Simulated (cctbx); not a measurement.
# A crystallographic session in cctbx: NaGd3I2O4

Library: cctbx 2025.11. The data are simulated by the first script.

## 1. Simulate the data

run.py:

```python
from cctbx import adptbx, crystal, miller, sgtbx, xray
from cctbx.array_family import flex
from iotbx.shelx import hklf
from scitbx import matrix
import scitbx.random

cs = crystal.symmetry(unit_cell=(5.585, 5.64, 13.108, 90, 90, 90), space_group_symbol='Hall: A 2 -2')  # Amm2
atoms = [  # label, site, U (iso, or U11 U22 U33 U12 U13 U23 in A^2), occupancy
    ("Gd1", (0.5, 0.5, 0.1605), (0.0018, 0.0031, 0.0024, 0.0000, 0.0000, 0.0000), 1),
    ("Gd2", (0, 0, 0.1632), (0.0062, 0.0034, 0.0038, 0.0000, 0.0000, 0.0000), 1),
    ("Gd3", (0, 0.5, 0.3463), (0.0034, 0.0042, 0.0028, 0.0000, 0.0000, 0.0000), 1),
    ("I1", (0.5, 0, 0.0126), (0.0022, 0.0047, 0.0041, 0.0000, 0.0000, 0.0000), 1),
    ("I2", (0, 0.5, 0.006), (0.0052, 0.0016, 0.0020, 0.0000, 0.0000, 0.0000), 1),
    ("Na1", (0.5, 0, 0.2969), (0.0083, 0.0055, 0.0081, 0.0000, 0.0000, 0.0000), 1),
    ("O1", (0.2512, 0.7499, 0.2571), (0.0032, 0.0095, 0.0043, -0.0004, 0.0002, -0.0004), 1),
]
xs = xray.structure(crystal_symmetry=cs)
for label, site, u, occ in atoms:
    u = adptbx.u_cif_as_u_star(cs.unit_cell(), u) if isinstance(u, tuple) else u
    xs.add_scatterer(xray.scatterer(label, site=site, u=u, occupancy=occ))
xs.set_inelastic_form_factors(0.71073, "sasaki")
xs.show_summary()
p1 = xs.expand_to_p1()
ms = miller.build_set(p1, anomalous_flag=True, d_min=0.77)
flex.set_random_seed(372494)
scitbx.random.set_random_seed(372494)
ms = ms.select(flex.random_double(ms.size()) < 0.9)
i = ms.structure_factors_from_scatterers(p1, algorithm="direct").f_calc().as_intensity_array().data()
i = i * 5000 / flex.max(i)
sig = flex.sqrt(i + flex.pow2(0.02 * i) + 2 ** 2)
noise = scitbx.random.variate(scitbx.random.normal_distribution())(i.size())
data = ms.array(data=i + sig * noise, sigmas=sig).set_observation_type_xray_intensity()
with open("data.hkl", "w") as f:
    data.export_as_shelx_hklf(f)
print("reflections written:", data.size(), " <I/sigma> = %.1f" % flex.mean(data.data() / data.sigmas()))
for h, a, b in list(data.sort("data"))[:12]:
    print("%4d%4d%4d %9.1f %7.1f" % (h + (a, b)))
```

```console
$ python run.py
```

```text
Number of scatterers: 7
At special positions: 6
Unit cell: (5.585, 5.64, 13.108, 90, 90, 90)
Space group: A m m 2 (No. 38)
reflections written: 3418  <I/sigma> = 6.8
   1   1   3    5080.1   122.4
  -1  -1   3    4953.7   122.4
  -1   1  -3    4929.3   122.5
   2   2   0    4902.0   117.4
  -1  -1  -3    4879.2   122.5
   1  -1  -3    4858.2   122.5
   2  -2   0    4786.7   117.4
  -2   2   0    4746.4   117.4
   1   1  -3    4722.6   122.5
   0   2   0    4217.6   106.1
   0  -2   0    4141.3   106.1
   2   0   0    4076.7   105.2
```

Run time: 0.27 s on 1 thread of Arm Neoverse V2, on a shared host, peak memory 0.07 GiB.

## 2. Refinement (refined in the given hand)

run.py:

```python
import math
from cctbx import adptbx, crystal, maptbx, sgtbx, xray
from cctbx.array_family import flex
from cctbx.xray import observations
from iotbx.shelx import hklf
from scitbx.lstbx import normal_eqns_solving
from smtbx import absolute_structure, utils
from smtbx.refinement import constraints, least_squares

cs = crystal.symmetry(unit_cell=(5.585, 5.64, 13.108, 90, 90, 90), space_group_symbol='Hall: A 2 -2')  # Amm2
atoms = [  # label, site, U (iso, or U11 U22 U33 U12 U13 U23 in A^2), occupancy
    ("Gd1", (0.5, 0.5, 0.159), 0.0200, 1),
    ("Gd2", (0, 0, 0.1636), 0.0200, 1),
    ("Gd3", (0, 0.5, 0.3463), 0.0200, 1),
    ("I1", (0.5, 0, 0.0109), 0.0200, 1),
    ("I2", (0, 0.5, 0.0061), 0.0200, 1),
    ("Na1", (0.5, 0, 0.2939), 0.0200, 1),
    ("O1", (0.2527, 0.7559, 0.258), 0.0200, 1),
]
xs = xray.structure(crystal_symmetry=cs)
for label, site, u, occ in atoms:
    u = adptbx.u_cif_as_u_star(cs.unit_cell(), u) if isinstance(u, tuple) else u
    xs.add_scatterer(xray.scatterer(label, site=site, u=u, occupancy=occ))
xs.set_inelastic_form_factors(0.71073, "sasaki")
xs.convert_to_anisotropic()
raw = hklf.reader(file_name="data.hkl").as_miller_arrays(crystal_symmetry=cs, anomalous=True)[0]
merged = raw.eliminate_sys_absent().merge_equivalents()
fo2 = merged.array().set_observation_type_xray_intensity()
print("Rint %.3f, %d unique reflections to %.2f A" % (merged.r_int(), fo2.size(), fo2.d_min()))
for sc in xs.scatterers():
    sc.flags.set_grad_site(True)
    sc.flags.set_grad_u_aniso(sc.flags.use_u_aniso())
    sc.flags.set_grad_u_iso(sc.flags.use_u_iso())
obs = fo2.as_xray_observations()
extra = {}
rep = constraints.reparametrisation(xs, [], utils.connectivity_table(xs), **extra)
ls = least_squares.crystallographic_ls(obs, rep, weighting_scheme=least_squares.mainstream_shelx_weighting(a=0, b=0))
print("cycle     R1     wR2    GooF  max shift (A)")
for cycle in range(8):
    ls.build_up()
    r1, wr2, goof = ls.r1_factor(cutoff_factor=2)[0], ls.wR2(), ls.goof()
    old = xs.sites_cart()
    normal_eqns_solving.levenberg_marquardt_iterations(ls, n_max_iterations=3, tau=1e-06, step_threshold=1e-7)
    big = flex.max((xs.sites_cart() - old).norms())
    print("%4d %7.4f %7.4f %7.3f %9.5f" % (cycle + 1, r1, wr2, goof, big))
    ls.build_up(objective_only=True)
    if abs(ls.wR2() - wr2) < 5e-5 and big < 5e-4:
        break
ls.build_up()
print("final R1 %.4f wR2 %.4f GooF %.3f  parameters %d  data/parameter %.1f" % (ls.r1_factor(cutoff_factor=2)[0], ls.wR2(), ls.goof(), ls.n_parameters, fo2.size() / ls.n_parameters))
cov = ls.covariance_matrix_and_annotations()
su = dict(zip(cov.annotations, (math.sqrt(max(v, 0)) for v in cov.matrix.matrix_packed_u_diagonal())))
a2 = cs.unit_cell().reciprocal_parameters()[0] ** -2
print("atom        x        y        z      Ueq    occ   su(xyz)  su(Uiso or U11)")
for sc in xs.scatterers():
    s = max(su.get(sc.label + k, 0) for k in (".x", ".y", ".z"))
    npd = "" if sc.is_positive_definite_u(cs.unit_cell()) else "  NPD"
    print("%-5s %8.5f %8.5f %8.5f %8.4f %6.3f %8.5f %7.4f%s" % ((sc.label,) + sc.site + (sc.u_iso_or_equiv(cs.unit_cell()), sc.occupancy, s, su.get(sc.label + ".uiso", su.get(sc.label + ".u11", 0) * a2), npd)))
fc = fo2.structure_factors_from_scatterers(xs, algorithm="direct").f_calc()
absolute_structure.flack_analysis(xs, fo2.as_xray_observations()).show()
h = absolute_structure.hooft_analysis(fo2, fc, scale_factor=ls.scale_factor())
print("Hooft y: %.3f(%.0f)  Bijvoet pairs: %d" % (h.hooft_y, 1000 * h.sigma_y, h.n_bijvoet_pairs))
fo = fo2.f_sq_as_f()
fc = fo.structure_factors_from_scatterers(xs, algorithm="direct").f_calc()
diff = fo.f_obs_minus_f_calc(1 / math.sqrt(ls.scale_factor()), fc).average_bijvoet_mates()
m = diff.fft_map(symmetry_flags=maptbx.use_space_group_symmetry, resolution_factor=0.25).apply_volume_scaling()
print("difference map: max %.2f min %.2f rms %.2f" % (m.statistics().max(), m.statistics().min(), m.statistics().sigma()))
peaks = m.peak_search(parameters=maptbx.peak_search_parameters(min_distance_sym_equiv=0.6, max_clusters=6)).all()
near = xs.closest_distances(peaks.sites(), distance_cutoff=4)
sps = cs.special_position_settings(min_distance_sym_equiv=0.5)
for k, (x, h) in enumerate(zip(peaks.sites(), peaks.heights())):
    ss = sps.site_symmetry(x)
    print("Q%-3d %7.4f %7.4f %7.4f %4d %7.2f  %.2f A from %s" % ((k + 1,) + tuple(t % 1 for t in ss.exact_site()) + (ss.multiplicity(), h, near.smallest_distances[k], xs.scatterers()[near.i_seqs[k]].label)))
```

```console
$ python run.py
```

```text
Rint 0.029, 575 unique reflections to 0.77 A
cycle     R1     wR2    GooF  max shift (A)
   1  0.1395  0.2982   8.022   0.02992
   2  0.0172  0.0360   0.968   0.00509
   3  0.0171  0.0359   0.966   0.00087
   4  0.0171  0.0359   0.966   0.00015
final R1 0.0171 wR2 0.0359 GooF 0.966  parameters 33  data/parameter 17.4
atom        x        y        z      Ueq    occ   su(xyz)  su(Uiso or U11)
Gd1    0.50000  0.50000  0.15995   0.0020  1.000  0.00017  0.0003
Gd2    0.00000  0.00000  0.16288   0.0047  1.000  0.00020  0.0004
Gd3    0.00000  0.50000  0.34569   0.0036  1.000  0.00012  0.0002
I1     0.50000  0.00000  0.01179   0.0037  1.000  0.00029  0.0005
I2     0.00000  0.50000  0.00569   0.0033  1.000  0.00025  0.0005
Na1    0.50000  0.00000  0.29630   0.0059  1.000  0.00048  0.0029
O1     0.25258  0.75032  0.25693   0.0058  1.000  0.00082  0.0020
Flack x: 0.02(2)
Hooft y: 0.015(27)  Bijvoet pairs: 271
difference map: max 1.02 min -0.69 rms 0.17
Q1    0.0000  0.0000  0.7351    2    1.02  1.45 A from Gd3
Q2    0.0000  0.0000  0.9602    2    0.94  1.50 A from Gd3
Q3    0.0000  0.0000  0.5992    2    0.76  1.23 A from I2
Q4    0.0000  0.0000  0.3481    2    0.73  2.07 A from I2
Q5    0.0000  0.0000  0.0639    2    0.70  1.30 A from Gd2
Q6    0.3976  0.1607  0.8424    8    0.62  1.47 A from O1
```

Time: 0.56 s.

## 3. Refinement

run.py, as its changes from the last script of this kind:

```diff
@@ -12,7 +12,7 @@
-    ("Gd1", (0.5, 0.5, 0.159), 0.0200, 1),
-    ("Gd2", (0, 0, 0.1636), 0.0200, 1),
-    ("Gd3", (0, 0.5, 0.3463), 0.0200, 1),
-    ("I1", (0.5, 0, 0.0109), 0.0200, 1),
-    ("I2", (0, 0.5, 0.0061), 0.0200, 1),
-    ("Na1", (0.5, 0, 0.2939), 0.0200, 1),
-    ("O1", (0.2527, 0.7559, 0.258), 0.0200, 1),
+    ("Gd1", (0.5, 0.5, 0.84005), 0.0030, 1),
+    ("Gd2", (0, 0, 0.83712), 0.0047, 1),
+    ("Gd3", (0, 0.5, 0.65431), 0.0036, 1),
+    ("I1", (0.5, 0, 0.98821), 0.0037, 1),
+    ("I2", (0, 0.5, 0.99431), 0.0033, 1),
+    ("Na1", (0.5, 0, 0.7037), 0.0059, 1),
+    ("O1", (0.74742, 0.24968, 0.74307), 0.0058, 1),
```

```console
$ python run.py
```

```text
Rint 0.029, 575 unique reflections to 0.77 A
cycle     R1     wR2    GooF  max shift (A)
   1  0.0325  0.0766   2.061   0.02271
   2  0.0294  0.0693   1.865   0.00054
   3  0.0294  0.0693   1.865   0.00003
final R1 0.0294 wR2 0.0693 GooF 1.865  parameters 33  data/parameter 17.4
atom        x        y        z      Ueq    occ   su(xyz)  su(Uiso or U11)
Gd1    0.50000  0.50000  0.84010   0.0019  1.000  0.00033  0.0006
Gd2    0.00000  0.00000  0.83734   0.0047  1.000  0.00039  0.0007
Gd3    0.00000  0.50000  0.65476   0.0032  1.000  0.00025  0.0004
I1     0.50000  0.00000  0.98771   0.0039  1.000  0.00055  0.0010
I2     0.00000  0.50000  0.99387   0.0035  1.000  0.00049  0.0010
Na1    0.50000  0.00000  0.70192   0.0019  1.000  0.00092  0.0048  NPD
O1     0.74760  0.24980  0.74201   0.0052  1.000  0.00158  0.0039
Flack x: 0.95(2)
Hooft y: 1.004(28)  Bijvoet pairs: 271
difference map: max 1.46 min -1.28 rms 0.20
Q1    0.0000  0.0000  0.8330    2    1.46  0.06 A from Gd2
Q2    0.5000  0.0000  0.3379    2    1.29  0.03 A from Gd1
Q3    0.0000  0.0000  0.9050    2    1.13  0.89 A from Gd2
Q4    0.0000  0.0000  0.0444    2    1.08  1.45 A from Gd3
Q5    0.0934  0.0000  0.1542    4    0.94  0.52 A from Gd3
Q6    0.0000  0.0000  0.4018    2    0.89  1.21 A from I2
```

Time: 0.5 s.

This run holds a fault made on purpose: the structure inverted.

## 4. Simulate the data

run.py, as its changes from the last script of this kind:

```diff
@@ -21 +21 @@
-xs.set_inelastic_form_factors(0.71073, "sasaki")
+xs.set_inelastic_form_factors(1.54184, "sasaki")
@@ -24,3 +24,3 @@
-ms = miller.build_set(p1, anomalous_flag=True, d_min=0.77)
-flex.set_random_seed(372494)
-scitbx.random.set_random_seed(372494)
+ms = miller.build_set(p1, anomalous_flag=True, d_min=0.83)
+flex.set_random_seed(602912)
+scitbx.random.set_random_seed(602912)
@@ -29,2 +29,2 @@
-i = i * 5000 / flex.max(i)
-sig = flex.sqrt(i + flex.pow2(0.02 * i) + 2 ** 2)
+i = i * 70000 / flex.max(i)
+sig = flex.sqrt(i + flex.pow2(0.015 * i) + 8 ** 2)
```

```console
$ python run.py
```

```text
Number of scatterers: 7
At special positions: 6
Unit cell: (5.585, 5.64, 13.108, 90, 90, 90)
Space group: A m m 2 (No. 38)
reflections written: 2741  <I/sigma> = 17.4
  -1   1  -3   70794.7  1082.8
   1   1  -3   70754.1  1082.8
  -1  -1  -3   70398.1  1082.8
   1   1   3   70051.4  1076.7
  -1  -1   3   69929.9  1076.7
  -1   1   3   69505.2  1076.7
   1  -1  -3   69445.6  1082.8
   1  -1   3   68523.3  1076.7
   2   2   0   67238.2  1025.9
  -2  -2   0   66822.6  1025.9
  -2   2   0   65415.5  1025.9
   2  -2   0   63595.4  1025.9
```

Time: 0.27 s.

## 5. Refinement (refined in the given hand)

run.py, as its changes from the last script of this kind:

```diff
@@ -12,7 +12,7 @@
-    ("Gd1", (0.5, 0.5, 0.84005), 0.0030, 1),
-    ("Gd2", (0, 0, 0.83712), 0.0047, 1),
-    ("Gd3", (0, 0.5, 0.65431), 0.0036, 1),
-    ("I1", (0.5, 0, 0.98821), 0.0037, 1),
-    ("I2", (0, 0.5, 0.99431), 0.0033, 1),
-    ("Na1", (0.5, 0, 0.7037), 0.0059, 1),
-    ("O1", (0.74742, 0.24968, 0.74307), 0.0058, 1),
+    ("Gd1", (0.5, 0.5, 0.1642), 0.0200, 1),
+    ("Gd2", (0, 0, 0.1623), 0.0200, 1),
+    ("Gd3", (0, 0.5, 0.3467), 0.0200, 1),
+    ("I1", (0.5, 0, 0.0138), 0.0200, 1),
+    ("I2", (0, 0.5, 0.0048), 0.0200, 1),
+    ("Na1", (0.5, 0, 0.2981), 0.0200, 1),
+    ("O1", (0.2463, 0.7487, 0.2556), 0.0200, 1),
@@ -24 +24 @@
-xs.set_inelastic_form_factors(0.71073, "sasaki")
+xs.set_inelastic_form_factors(1.54184, "sasaki")
```

```console
$ python run.py
```

```text
Rint 0.013, 457 unique reflections to 0.83 A
cycle     R1     wR2    GooF  max shift (A)
   1  0.1238  0.2788  17.490   0.04095
   2  0.0059  0.0148   0.930   0.00103
   3  0.0059  0.0148   0.926   0.00003
final R1 0.0059 wR2 0.0148 GooF 0.926  parameters 33  data/parameter 13.8
atom        x        y        z      Ueq    occ   su(xyz)  su(Uiso or U11)
Gd1    0.50000  0.50000  0.16118   0.0023  1.000  0.00005  0.0001
Gd2    0.00000  0.00000  0.16398   0.0045  1.000  0.00006  0.0002
Gd3    0.00000  0.50000  0.34704   0.0035  1.000  0.00005  0.0001
I1     0.50000  0.00000  0.01326   0.0036  1.000  0.00006  0.0002
I2     0.00000  0.50000  0.00679   0.0030  1.000  0.00005  0.0002
Na1    0.50000  0.00000  0.29749   0.0073  1.000  0.00016  0.0008
O1     0.25136  0.75013  0.25788   0.0054  1.000  0.00022  0.0007
Flack x: -0.0011(7)
Hooft y: -0.001(2)  Bijvoet pairs: 215
difference map: max 0.22 min -0.33 rms 0.06
Q1    0.5000  0.2310  0.0046    4    0.24  1.31 A from I1
Q2    0.0000  0.1701  0.8347    4    0.23  0.97 A from Gd3
Q3    0.0000  0.2485  0.9947    4    0.23  1.43 A from I2
Q4    0.5000  0.2312  0.7694    4    0.22  1.40 A from O1
Q5    0.5000  0.2194  0.6746    4    0.22  1.25 A from Gd1
Q6    0.5000  0.0000  0.5826    2    0.20  1.03 A from Gd1
```

Time: 0.49 s.

## 6. Simulate the data

run.py, as its changes from the last script of this kind:

```diff
@@ -21 +21 @@
-xs.set_inelastic_form_factors(1.54184, "sasaki")
+xs.set_inelastic_form_factors(0.71073, "sasaki")
@@ -24,3 +24,3 @@
-ms = miller.build_set(p1, anomalous_flag=True, d_min=0.83)
-flex.set_random_seed(602912)
-scitbx.random.set_random_seed(602912)
+ms = miller.build_set(p1, anomalous_flag=True, d_min=0.8)
+flex.set_random_seed(359752)
+scitbx.random.set_random_seed(359752)
@@ -29,2 +29,7 @@
-i = i * 70000 / flex.max(i)
-sig = flex.sqrt(i + flex.pow2(0.015 * i) + 8 ** 2)
+law = matrix.sqr((-1, 0, 0, 0, -1, 0, 0, 0, -1))
+mate = flex.miller_index([tuple(matrix.row(h) * law) for h in ms.indices()])
+i2 = ms.customized_copy(indices=mate).structure_factors_from_scatterers(p1, algorithm="direct").f_calc().as_intensity_array().data()
+i = (1 - 0.3) * i + 0.3 * i2
+i = i / flex.sqrt(1 + 0.1 * i / flex.max(i))  # extinction
+i = i * 40000 / flex.max(i)
+sig = flex.sqrt(i + flex.pow2(0.015 * i) + 15 ** 2)
```

```console
$ python run.py
```

```text
Number of scatterers: 7
At special positions: 6
Unit cell: (5.585, 5.64, 13.108, 90, 90, 90)
Space group: A m m 2 (No. 38)
reflections written: 3005  <I/sigma> = 15.1
   1   1  -3   41011.5   632.6
  -1  -1   3   40336.2   632.4
   1  -1  -3   40328.2   632.6
   1   1   3   40292.7   632.4
  -1   1  -3   40242.6   632.6
  -1   1   3   40068.7   632.4
  -1  -1  -3   39950.9   632.6
   1  -1   3   38858.4   632.4
   2   2   0   38546.4   604.1
   2  -2   0   38296.9   604.1
  -2   2   0   38143.9   604.1
   0  -2   0   34523.1   540.2
```

Run time: 0.27 s on 1 thread of Arm Neoverse V2 (shared host), peak memory 0.07 GiB.

[Logs are printed without paths, hosts, clocks, repeated set-up lines and the standing remarks that a program may print on its own settings, such as how far it seeks lower states.]
